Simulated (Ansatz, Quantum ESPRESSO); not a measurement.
## Ca3SbP (Pm-3m): modes at Γ and the response to a field

Which modes does Ca3SbP (Pm-3m) have at the zone centre?

Main program and level: Quantum ESPRESSO 7.5; DFT PBEsol, scalar-relativistic, plane waves, GBRV ultrasoft pseudopotentials.

This is a report of a sequence of runs, with most program output left out.

In doubt: the program warns that the response may not be converged on this k-mesh (step 10), which bears on the force constants and all frequencies.

## (1) Starting point

The structure is cubic, space group Pm-3m (No. 221). Conventional cell: a = 5.382 Å, b = 5.382 Å, c = 5.382 Å, α = 90.00°, β = 90.00°, γ = 90.00°. Ca has 2 P at 2.69 Å and 4 Sb at 3.81 Å and 8 Ca at 3.81 Å nearest. Sb has 12 Ca at 3.81 Å nearest. Nearest to P lie 6 Ca at 2.69 Å. Farther neighbours are not listed.

Coordinates:

```
CELL_PARAMETERS angstrom
5.38244 0.00000 0.00000
0.00000 5.38244 0.00000
0.00000 0.00000 5.38244
ATOMIC_POSITIONS crystal
Ca 0.00000 0.50000 0.50000
Ca 0.50000 0.00000 0.50000
Ca 0.50000 0.50000 0.00000
Sb 0.00000 0.00000 0.00000
P 0.50000 0.50000 0.50000
```

## (2) A first look

A cheap run with smearing and empty bands tells whether the crystal has a gap, which decides between fixed occupations and smearing later on.

Contents of probe.in:

```
&control
   calculation = 'scf'
   prefix = 'x'
   outdir = './tmp'
   pseudo_dir = './pseudo'
   tprnfor = .true.
   tstress = .true.
   verbosity = 'high'
/
&system
   ibrav = 1
   celldm(1) = 10.17134461
   nat = 5
   ntyp = 3
   ecutwfc = 40.0
   ecutrho = 240.0
   occupations = 'smearing'
   smearing = 'gaussian'
   degauss = 0.01
/
&electrons
   conv_thr = 1.0d-07
   mixing_beta = 0.7
   electron_maxstep = 100
/
ATOMIC_SPECIES
 Ca     40.0780  Ca.upf
 Sb    121.7600  Sb.upf
 P      30.9738  P.upf
ATOMIC_POSITIONS crystal
 Ca     0.000000000   0.500000000   0.500000000
 Ca     0.500000000   0.000000000   0.500000000
 Ca     0.500000000   0.500000000   0.000000000
 Sb     0.000000000   0.000000000   0.000000000
 P      0.500000000   0.500000000   0.500000000
K_POINTS automatic
 4 4 4 0 0 0
```

Started as:

```sh
$ OMP_NUM_THREADS=1 mpirun -n 4 pw.x -nk 4 -in probe.in > probe.out
```

Wall time 14 s (4 MPI ranks of Arm Neoverse V2, shared host).

Read from the output:

```
volume per atom   : 31.19 Å³
pressure          : -1.407 GPa
gap on the k-mesh : 0.5873 eV
```

A gap of 0.59 eV opens on this mesh, so the crystal is taken as an insulator; the start stands at -1.4 GPa.

## (3) Relaxing the cell and atoms

The harmonic expansion starts where the forces on the atoms vanish, and stress shifts the frequencies, so cell and atoms are relaxed with tight thresholds.

Contents of relax.in:

```
&control
   calculation = 'vc-relax'
   prefix = 'x'
   outdir = './tmp'
   pseudo_dir = './pseudo'
   tprnfor = .true.
   tstress = .true.
   forc_conv_thr = 2.0d-05
   etot_conv_thr = 1.0d-07
   nstep = 40
/
&system
   ibrav = 1
   celldm(1) = 10.17134461
   nat = 5
   ntyp = 3
   ecutwfc = 40.0
   ecutrho = 240.0
   occupations = 'fixed'
   nbnd = 27
/
&electrons
   conv_thr = 1.0d-11
   mixing_beta = 0.7
   electron_maxstep = 100
/
&ions
/
&cell
   press_conv_thr = 0.1
/
ATOMIC_SPECIES
 Ca     40.0780  Ca.upf
 Sb    121.7600  Sb.upf
 P      30.9738  P.upf
ATOMIC_POSITIONS crystal
 Ca     0.000000000   0.500000000   0.500000000
 Ca     0.500000000   0.000000000   0.500000000
 Ca     0.500000000   0.500000000   0.000000000
 Sb     0.000000000   0.000000000   0.000000000
 P      0.500000000   0.500000000   0.500000000
K_POINTS automatic
 6 6 6 0 0 0
```

Started as:

```sh
$ OMP_NUM_THREADS=1 mpirun -n 4 pw.x -nk 4 -in relax.in > relax.out
```

It took 2.2 min on 4 MPI ranks; 9 min of CPU time.

The steps of the relaxation:

| step | energy less that of the first step (eV) | largest force (eV/Å) | pressure (GPa) | volume (Å³) |
| --- | --- | --- | --- | --- |
| 1 | 0.0000 | 0.0000 | -1.42 | 155.93 |
| 2 | -0.0090 | 0.0000 | -1.16 | 154.81 |
| 3 | -0.0190 | 0.0000 | -0.75 | 153.14 |
| 4 | -0.0257 | 0.0000 | -0.11 | 150.65 |
| 5 | -0.0259 | 0.0000 | 0.00 | 150.24 |
| 6 | -0.0259 | 0.0000 | 0.00 | 150.25 |
| 7 | -0.0253 | 0.0000 | 0.01 | 150.25 |

| conventional cell, symmetrised | before | after | change |
| --- | --- | --- | --- |
| a (Å) | 5.382 | 5.316 | -1.2 % |
| b (Å) | 5.382 | 5.316 | -1.2 % |
| c (Å) | 5.382 | 5.316 | -1.2 % |
| volume (Å³/atom) | 31.19 | 30.05 | -3.6 % |

Final coordinates:

```xyz
5
Lattice="5.3163 0.0000 0.0000 0.0000 5.3163 0.0000 0.0000 0.0000 5.3163" Properties=species:S:1:pos:R:3 pbc="T T T"
Ca    0.0000    2.6581    2.6581
Ca    2.6581    0.0000    2.6581
Ca    2.6581    2.6581    0.0000
Sb    0.0000    0.0000    0.0000
P     2.6581    2.6581    2.6581
```

The last row of the table of steps is pw.x's closing run on a basis chosen anew for the final cell, so its energy can jump.

This step gave:

| Item | Value |
| --- | --- |
| volume per atom | 30.05 Å³ |
| pressure | 0.01100 GPa |
| gap on the k-mesh | 0.5918 eV |

The volume changes by -3.6 % from the cell with which this run began.

## (4) Self-consistent run for the response

The response is built on this ground state, so it is converged far tighter than an energy would need. With a gap, occupations are fixed, which also allows the response to an electric field.

Contents of scf.in:

```
&control
   calculation = 'scf'
   prefix = 'x'
   outdir = './tmp'
   pseudo_dir = './pseudo'
   tprnfor = .true.
   tstress = .true.
/
&system
   ibrav = 1
   celldm(1) = 10.04630398
   nat = 5
   ntyp = 3
   ecutwfc = 40.0
   ecutrho = 240.0
   occupations = 'fixed'
   nbnd = 27
/
&electrons
   conv_thr = 1.0d-12
   mixing_beta = 0.7
   electron_maxstep = 100
/
ATOMIC_SPECIES
 Ca     40.0780  Ca.upf
 Sb    121.7600  Sb.upf
 P      30.9738  P.upf
ATOMIC_POSITIONS crystal
 Ca     0.000000000   0.500000000   0.500000000
 Ca     0.500000000   0.000000000   0.500000000
 Ca     0.500000000   0.500000000   0.000000000
 Sb     0.000000000   0.000000000   0.000000000
 P      0.500000000   0.500000000   0.500000000
K_POINTS automatic
 6 6 6 0 0 0
```

Started as:

```sh
$ OMP_NUM_THREADS=1 mpirun -n 4 pw.x -nk 4 -in scf.in > scf.out
```

Run time: 27 s. Hardware: 4 MPI ranks.

The cell stands at 0.011 GPa, close enough for phonons.

## (5) Zone-centre response

At q = 0 one unit cell holds all displacements; symmetry groups them into irreducible representations that are solved one by one. The response to a field gives ε∞ and the Born charges, which polar modes need.

Contents of ph.in:

```
phonons
&inputph
   prefix = 'x'
   outdir = './tmp'
   fildyn = 'g.dyn'
   tr2_ph = 1.0d-18
   epsil = .true.
/
0.000000000 0.000000000 0.000000000
```

Started as:

```sh
$ OMP_NUM_THREADS=1 mpirun -n 4 ph.x -nk 4 -in ph.in > ph.out
```

The job ended after 19 min (4 MPI ranks; 76 min of CPU time).

Read from the output:

| Item | Value |
| --- | --- |
| miss of the charge sum rule | 0.1162 e |
| largest acoustic frequency at the zone centre before the sum rule | -7.08 cm⁻¹ |
| highest optical zone-centre mode (no LO-TO term) | 371.8 cm⁻¹ |
| lowest optical zone-centre mode | -29.19 cm⁻¹ |
| mean high-frequency dielectric constant | 15.62 |
| largest Born charge in size (third of the trace) | 4.114 e |

Optical modes; normalised displacements of the dynamical-matrix file. The modes at Γ (shares of kinetic energy by element, %) (negative means imaginary):

| mode | frequency (cm⁻¹) | symmetry | Ca % | Sb % | P % |
| --- | --- | --- | --- | --- | --- |
| 1 | -29.2 | T1u | 58 | 42 | 1 |
| 2 | -29.2 | T1u | 58 | 42 | 1 |
| 3 | -29.2 | T1u | 58 | 42 | 1 |
| 4 | 53.9 | T2u | 100 | 0 | 0 |
| 5 | 53.9 | T2u | 100 | 0 | 0 |
| 6 | 53.9 | T2u | 100 | 0 | 0 |
| 7 | 133.5 | T1u | 55 | 8 | 37 |
| 8 | 133.5 | T1u | 55 | 9 | 37 |
| 9 | 133.5 | T1u | 55 | 9 | 37 |
| 10 | 371.8 | T1u | 49 | 0 | 51 |
| 11 | 371.8 | T1u | 49 | 0 | 51 |
| 12 | 371.8 | T1u | 49 | 0 | 51 |

Displacements in mode 1 (-29.2 cm⁻¹), the largest set to 1:
```
Ca1  0.00  0.00  1.00
Ca2 -0.02  0.00  1.00
Ca3 -0.02  0.00  0.30
Sb4  0.01  0.00 -0.71
P5   0.00  0.00  0.17
```

Displacements in mode 10 (371.8 cm⁻¹), the largest set to 1:
```
Ca1 -0.02  0.05  0.00
Ca2  0.00 -0.85  0.00
Ca3  0.00  0.05  0.00
Sb4  0.00 -0.01  0.00
P5   0.02  1.00  0.00
```

Born charge (rows field, columns displacement), before the sum rule (e), principal values of the symmetric part by kind of site:

| atom | atoms with these values | low | middle | high | mean |
| --- | --- | --- | --- | --- | --- |
| Ca1 | 3 | 2.66 | 2.69 | 2.69 | 2.68 |
| Sb4 | 1 | -4.11 | -4.11 | -4.11 | -4.11 |
| P5 | 1 | -4.05 | -4.05 | -4.05 | -4.05 |

In full for Sb4:

```
-4.11  0.00  0.00
 0.00 -4.11  0.00
 0.00  0.00 -4.11
```

High-frequency dielectric tensor:

```
15.62  0.00  0.00
 0.00 15.62  0.00
 0.00  0.00 15.62
```

The acoustic modes at Γ come out as far as 7.1 cm⁻¹ from zero, where they should vanish, a small numerical error; the Born charges miss their sum rule by 0.12 e, too much: mesh or cutoff is short for the field response. The lowest optical mode is imaginary, 29i cm⁻¹, an instability at this level and on this k mesh.

## (6) Zone-centre analysis

A rigid shift of the crystal must cost nothing, but grids and finite bases break this; the acoustic sum rule is imposed before the matrix is diagonalised again. With Born charges the intensities follow; a static dielectric tensor has no meaning with imaginary modes.

Contents of dynmat.in:

```
&input
   fildyn = 'g.dyn'
   asr = 'simple'
   lperm = .true.
/
```

Started as:

```sh
$ dynmat.x -in dynmat.in > dynmat.out
```

Elapsed: 0.47 s, on 1 thread.

Read from the output:

```yaml
highest_optical_zone_centre_mode_no_lo_to_term: 372.0 cm⁻¹
lowest_optical_zone_centre_mode: -28.75 cm⁻¹
```

Zone-centre frequencies as printed; negative means imaginary. Modes:

| mode | frequency (cm⁻¹) |
| --- | --- |
| 1 | -28.75 |
| 2 | -28.75 |
| 3 | -28.75 |
| 4 | 0 |
| 5 | 0 |
| 6 | 0 |
| 7 | 54.5 |
| 8 | 54.5 |
| 9 | 54.5 |
| 10 | 134 |
| 11 | 134 |
| 12 | 134 |
| 13 | 372 |
| 14 | 372 |
| 15 | 372 |

Degenerate modes summed, no LO-TO term; imaginary modes left out. Lines of the infrared spectrum (strongest = 100):

| position (cm⁻¹) | lines merged | label | IR intensity, relative |
| --- | --- | --- | --- |
| 54 | 3 | T2u | 0.0 |
| 134 | 3 | T1u | 21 |
| 372 | 3 | T1u | 100 |

The rule also moves an optical mode by 0.6 cm⁻¹.

## (7) Sum rules set otherwise: a sum rule for molecules or wires on a crystal

This rule also removes rotations, which suits molecules and not a crystal; it is tried to see the harm.

Contents of dynmat.in:

```
&input
   fildyn = 'g.dyn'
   asr = 'zero-dim'
   lperm = .true.
/
```

Started as:

```sh
$ dynmat.x -in dynmat.in > dynmat.out
```

It took 0.47 s on 1 thread.

The program raised no error, yet the settings are not those of a careful run.

The fault: a sum rule for molecules or wires on a crystal; 3 optical modes are projected out to zero frequency, as if they were rotations.

For a crystal the rule has to be 'simple' or 'crystal'.

Zone-centre frequencies as printed; negative means imaginary. Modes:

| mode | frequency (cm⁻¹) |
| --- | --- |
| 1 | -28.62 |
| 2 | -16.37 |
| 3 | -16.37 |
| 4 | 0 |
| 5 | 0 |
| 6 | 0 |
| 7 | 0 |
| 8 | 0 |
| 9 | 0 |
| 10 | 85.57 |
| 11 | 85.57 |
| 12 | 133.6 |
| 13 | 371.8 |
| 14 | 372.3 |
| 15 | 372.3 |

## (8) Sum rules set otherwise (asr no)

Without the rule the raw error of the acoustic modes shows.

Contents of dynmat.in:

```
&input
   fildyn = 'g.dyn'
   asr = 'no'
   lperm = .true.
/
```

Started as:

```sh
$ dynmat.x -in dynmat.in > dynmat.out
```

Elapsed: 0.47 s, on 1 thread.

Read from the output:

* highest optical zone-centre mode (no LO-TO term): 371.8 cm⁻¹
* lowest optical zone-centre mode: -29.19 cm⁻¹

Zone-centre frequencies as printed; negative means imaginary. Modes:

| mode | frequency (cm⁻¹) |
| --- | --- |
| 1 | -29.19 |
| 2 | -29.19 |
| 3 | -29.19 |
| 4 | -7.08 |
| 5 | -7.08 |
| 6 | -7.08 |
| 7 | 53.91 |
| 8 | 53.91 |
| 9 | 53.91 |
| 10 | 133.4 |
| 11 | 133.4 |
| 12 | 133.4 |
| 13 | 371.8 |
| 14 | 371.8 |
| 15 | 371.8 |

Against the first rule no mode moves by more than 7.1 cm⁻¹.

## (9) Modes along a direction of q (1 0 0)

A longitudinal polar mode sets up a macroscopic field that stiffens it; the term hangs on the direction from which q goes to zero.

Contents of dynmat.in:

```
&input
   fildyn = 'g.dyn'
   asr = 'simple'
   q(1) = 1.0
   q(2) = 0.0
   q(3) = 0.0
/
```

Started as:

```sh
$ dynmat.x -in dynmat.in > dynmat.out
```

The job ended after 0.47 s (1 thread).

Numbers from this step:

| Quantity | Value |
| --- | --- |
| highest mode moved by the LO-TO term | 389.9 cm⁻¹ |

Zone-centre frequencies as printed; negative means imaginary. Modes:

| mode | frequency (cm⁻¹) |
| --- | --- |
| 1 | -28.75 |
| 2 | -28.75 |
| 3 | 0 |
| 4 | 0 |
| 5 | 0 |
| 6 | 54.5 |
| 7 | 54.5 |
| 8 | 54.5 |
| 9 | 83.39 |
| 10 | 134 |
| 11 | 134 |
| 12 | 148 |
| 13 | 372 |
| 14 | 372 |
| 15 | 389.9 |

The field moves 3 modes; the highest of them now lies at 390 cm⁻¹, where the highest that moved away lay at 372.

## (10) A second program

The same cell goes through another code, with its own cutoff. The potentials differ. Its k mesh is centred on Γ.

This step: DFT PBEsol, scalar-relativistic, plane waves, PseudoDojo norm-conserving pseudopotentials (Ansatz 0.2.0).

Contents of input.yaml:

```yaml
crystal:
  lattice:
    - [5.3162751192, 0.0, 0.0]
    - [0.0, 5.3162751192, 0.0]
    - [0.0, 0.0, 5.3162751192]
  atoms:
    - { symbol: Ca, position: [0.0, 0.5, 0.5] }
    - { symbol: Ca, position: [0.5, 0.0, 0.5] }
    - { symbol: Ca, position: [0.5, 0.5, 0.0] }
    - { symbol: Sb, position: [0.0, 0.0, 0.0] }
    - { symbol: P, position: [0.5, 0.5, 0.5] }
kpoints:
  mp_grid: { grid: [6, 6, 6] }
hamiltonian:
  xc: pbesol
  pseudopotentials: { kind: nc, accuracy: standard }
scf:
  occupations: { method: fixed }
output:
  eigenvalues: true
phonons:
  method: dfpt
  dielectric: true
  rigid_motions: translations
```

Started as:

```sh
$ ansatz run input.yaml --threads 4 --pin off --max-ram 8192MiB --backend cpu --events-out ev --progress --plain --runs-dir out
```

The job ended after 4.7 min (4 threads; peak memory 5.8 GiB).

This step gave:

- gap on the k-mesh: 0.5894 eV
- sum-rule residual before enforcement: 5.66e-4 eV/Å²
- miss of the charge sum rule: 4.24e-4 e
- estimated error of the dielectric tensor: 0.07512
- estimated error of the Born charges: 0.04469 e
- highest optical zone-centre mode (no LO-TO term): 371.6 cm⁻¹
- lowest optical zone-centre mode: -28.57 cm⁻¹
- mean high-frequency dielectric constant: 12.76
- largest Born charge in size (third of the trace): 4.041 e
- highest mode moved by the LO-TO term: 393.8 cm⁻¹

Transverse modes; imaginary modes left out. Lines of the infrared spectrum (strongest = 100):

| position (cm⁻¹) | label | IR intensity ((D/Å)²/amu), degenerate modes summed, relative |
| --- | --- | --- |
| 55 | T2u | 0.0 |
| 134 | T1u | 20 |
| 372 | T1u | 100 |

The log warns that the force constants on this k mesh are to be taken as unconverged.

## (11) Side by side: QE GBRV and Ansatz, PseudoDojo

Numbers from this step:

```yaml
root_mean_square_difference: 0.27 cm⁻¹
largest_difference: 0.47 cm⁻¹
```

The 12 of 12 modes that differ most. Frequencies side by side:

| q (reciprocal lattice) | mode | QE GBRV (cm⁻¹) | Ansatz, PseudoDojo (cm⁻¹) |
| --- | --- | --- | --- |
| 0 0 0 | 1 | -28.75 | -28.57 |
| 0 0 0 | 2 | -28.75 | -28.57 |
| 0 0 0 | 3 | -28.75 | -28.57 |
| 0 0 0 | 7 | 54.5 | 54.65 |
| 0 0 0 | 8 | 54.5 | 54.65 |
| 0 0 0 | 9 | 54.5 | 54.65 |
| 0 0 0 | 10 | 134 | 134.1 |
| 0 0 0 | 11 | 134 | 134.1 |
| 0 0 0 | 12 | 134 | 134.1 |
| 0 0 0 | 13 | 372 | 371.6 |
| 0 0 0 | 14 | 372 | 371.6 |
| 0 0 0 | 15 | 372 | 371.6 |

The two runs side by side. Further quantities:

| quantity | QE GBRV | Ansatz, PseudoDojo |
| --- | --- | --- |
| mean ε∞ | 15.62 | 12.76 |
| largest Born charge in size (e; the first before, the second after the charge sum rule) | 4.114 | 4.041 |

At the zone centre the largest difference (acoustic modes at Γ apart) is 0.1 % of the highest mode; ε∞ differs by 22 %.

## (12) What came out

```
space group after relaxation                                                            : Pm-3m
volume per atom                                                                         : 30.1 Å³
gap on the k-mesh                                                                       : 0.592 eV
highest optical zone-centre mode (no LO-TO term)                                        : 372.0 cm⁻¹
lowest optical zone-centre mode                                                         : -28.8 cm⁻¹
highest mode moved by the LO-TO term (probably not converged in the k mesh)             : 389.9 cm⁻¹
mean high-frequency dielectric constant (probably not converged in the k mesh)          : 15.6
largest Born charge in size (third of the trace) (probably not converged in the k mesh) : 4.11 e
imaginary optical modes at the zone centre (no q mesh in this session)                  : yes
largest difference from Ansatz, PseudoDojo                                              : 0.47 cm⁻¹
```

In words: At the PBEsol level the optical modes of Ca3SbP (Pm-3m) at the zone centre (no LO-TO term) run from 29i to 372 cm⁻¹, so the structure is a saddle point, with 3 modes beyond 10i cm⁻¹ there. Along the directions run, the highest mode that the macroscopic field moves lies at 390 cm⁻¹. The Born charges miss their sum rule by 0.12 e, a sign that the k mesh or the cutoff is short for the field response. ε∞, the Born charges and what follows from them are probably not converged in the k mesh. Of the 12 optical modes, 9 are infrared active alone and 3 are silent. QE GBRV and Ansatz, PseudoDojo agree to 0.47 cm⁻¹ (0.1 % of the highest mode compared) on all solved modes but the acoustic ones at Γ, without the LO-TO term. The highest LO mode, which hangs on the field response, is 390 against 394 cm⁻¹. The mean ε∞ is 15.62 against 12.76: the first is summed on the ground state's k mesh, while Ansatz refines the mesh of its field response, and the potentials differ. These are harmonic frequencies at zero temperature: anharmonic shifts and linewidths and thermal expansion are left out. Spin-orbit coupling is left out, which can matter for the heavy elements here. Ansatz's log warns that force constants on this k mesh are to be taken as unconverged, an error that the frequencies of both programs share. The structure comes from a database and need not be the phase that is stable at ambient conditions.

[Host names and launcher messages were left out of these logs when they were recorded.]

[Logs are printed without paths, hosts, clocks, repeated set-up lines and the standing remarks that a program may print on its own settings, such as how far it seeks lower states.]

[Hosts, paths, dates, database ids (printed as entryN), source tags and the programs' standing remarks are cut or masked in the printed files.]
